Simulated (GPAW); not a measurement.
Consider SnO2 (Cassiterite, P4_2/mnm).

```cif
data_structure
_symmetry_space_group_name_H-M 'P 1'
_symmetry_Int_Tables_number 1
_cell_length_a 4.7380
_cell_length_b 4.7380
_cell_length_c 3.1865
_cell_angle_alpha 90.000
_cell_angle_beta 90.000
_cell_angle_gamma 90.000
_cell_volume 71.53
loop_
_atom_site_label
_atom_site_type_symbol
_atom_site_fract_x
_atom_site_fract_y
_atom_site_fract_z
_atom_site_occupancy
Sn1 Sn 0.50000 0.50000 0.50000 1
Sn2 Sn 0.00000 0.00000 0.00000 1
O3 O 0.80710 0.19290 0.50000 1
O4 O 0.69290 0.69290 0.00000 1
O5 O 0.19290 0.80710 0.50000 1
O6 O 0.30710 0.30710 0.00000 1
```

Absorber: atom 3, with 3 Sn at 2.05 Å (distorted trigonal planar, site symmetry m2m). Method: GPAW, LDA, full core hole (charged cell), 24-atom cell with 6.7 Å between holes, 4×4×4 k points, dipole transitions, Gaussian full width 0.9 eV up to 4 eV, rising linearly to 3.5 eV at 25 eV.

**Question.** What does the O K edge look like?

Main maxima up to 24 eV above the zero (height): 3.6 eV (2.88) and 9.3 eV (2.60). A K edge sees empty p states on the absorber. The total-energy difference plus the lowest empty eigenvalue puts the zero at 533.35 eV. One term is added: -8.83 eV, since the hole is spin-paired here and a spin-polarised one costs that much less in the free atom (computed apart). The photon energy is then 524.51 eV. The functional and the charged cell's background leave an error in such absolute values: in the free atom LDA prices this hole 4.1 eV below PBE (computed apart), and PBE is itself good to a few eV.

The O K spectrum (energy from the lowest empty level; intensity scaled to a mean of 1 over the first 20 eV; polarised curves are means over the symmetry-equivalent atoms):

```tsv
E (eV)	isotropic	ε ⊥ c	ε ∥ c
-2.00	0.00	0.00	0.00
-1.25	0.00	0.00	0.00
-0.50	0.00	0.00	0.00
0.25	0.01	0.01	0.01
1.00	0.06	0.06	0.06
1.75	0.22	0.20	0.26
2.50	0.70	0.59	0.93
3.25	2.50	1.85	3.80
4.00	2.15	1.44	3.57
4.75	0.92	0.67	1.43
5.50	0.81	0.73	0.97
6.25	0.99	0.89	1.18
7.00	1.64	1.40	2.13
7.75	1.88	1.77	2.09
8.50	2.16	2.29	1.91
9.25	2.59	3.01	1.77
10.00	2.25	2.72	1.31
10.75	1.63	1.94	1.01
11.50	0.98	1.07	0.81
12.25	0.50	0.50	0.50
13.00	0.35	0.36	0.33
13.75	0.31	0.34	0.25
14.50	0.29	0.32	0.22
15.25	0.32	0.33	0.29
16.00	0.40	0.39	0.40
16.75	0.49	0.50	0.48
17.50	0.58	0.62	0.50
18.25	0.64	0.71	0.50
19.00	0.66	0.74	0.52
19.75	0.66	0.72	0.55
20.50	0.66	0.70	0.59
21.25	0.70	0.72	0.66
22.00	0.76	0.76	0.76
22.75	0.82	0.78	0.89
23.50	0.87	0.78	1.06
24.25	0.92	0.76	1.24
25.00	0.98	0.77	1.39
25.75	1.02	0.81	1.45
26.50	1.04	0.84	1.42
27.25	1.01	0.86	1.31
28.00	0.98	0.88	1.18
28.75	0.98	0.92	1.09
29.50	1.04	1.03	1.08
30.25	1.17	1.18	1.13
31.00	1.29	1.33	1.20
31.75	1.34	1.41	1.20
```

The mesh is coarse (0.26 Å⁻¹ between points), so small maxima may be mesh ripples. Lifetime broadening is put in by hand, and intensities beyond about 20 eV depend on it and on the partial waves. The structure is a published determination, not relaxed.

[Banner, clock and machine lines of the logs are left out without a mark of their own.]

[Logs are printed without paths, hosts, clocks, repeated set-up lines and the standing remarks that a program may print on its own settings, such as how far it seeks lower states.]

[Hosts, paths, dates, database ids (printed as entryN), source tags and the programs' standing remarks are cut or masked in the printed files.]

[Lists of maxima count a maximum above −3 eV only where it reaches 4 % of the highest in the window and stands out from its surroundings by 2 % of it (1.5 % where it reaches 55 %); shoulders and weaker maxima are passed over, and of the rest the first, up to two pre-edge ones and the few strongest are named.]
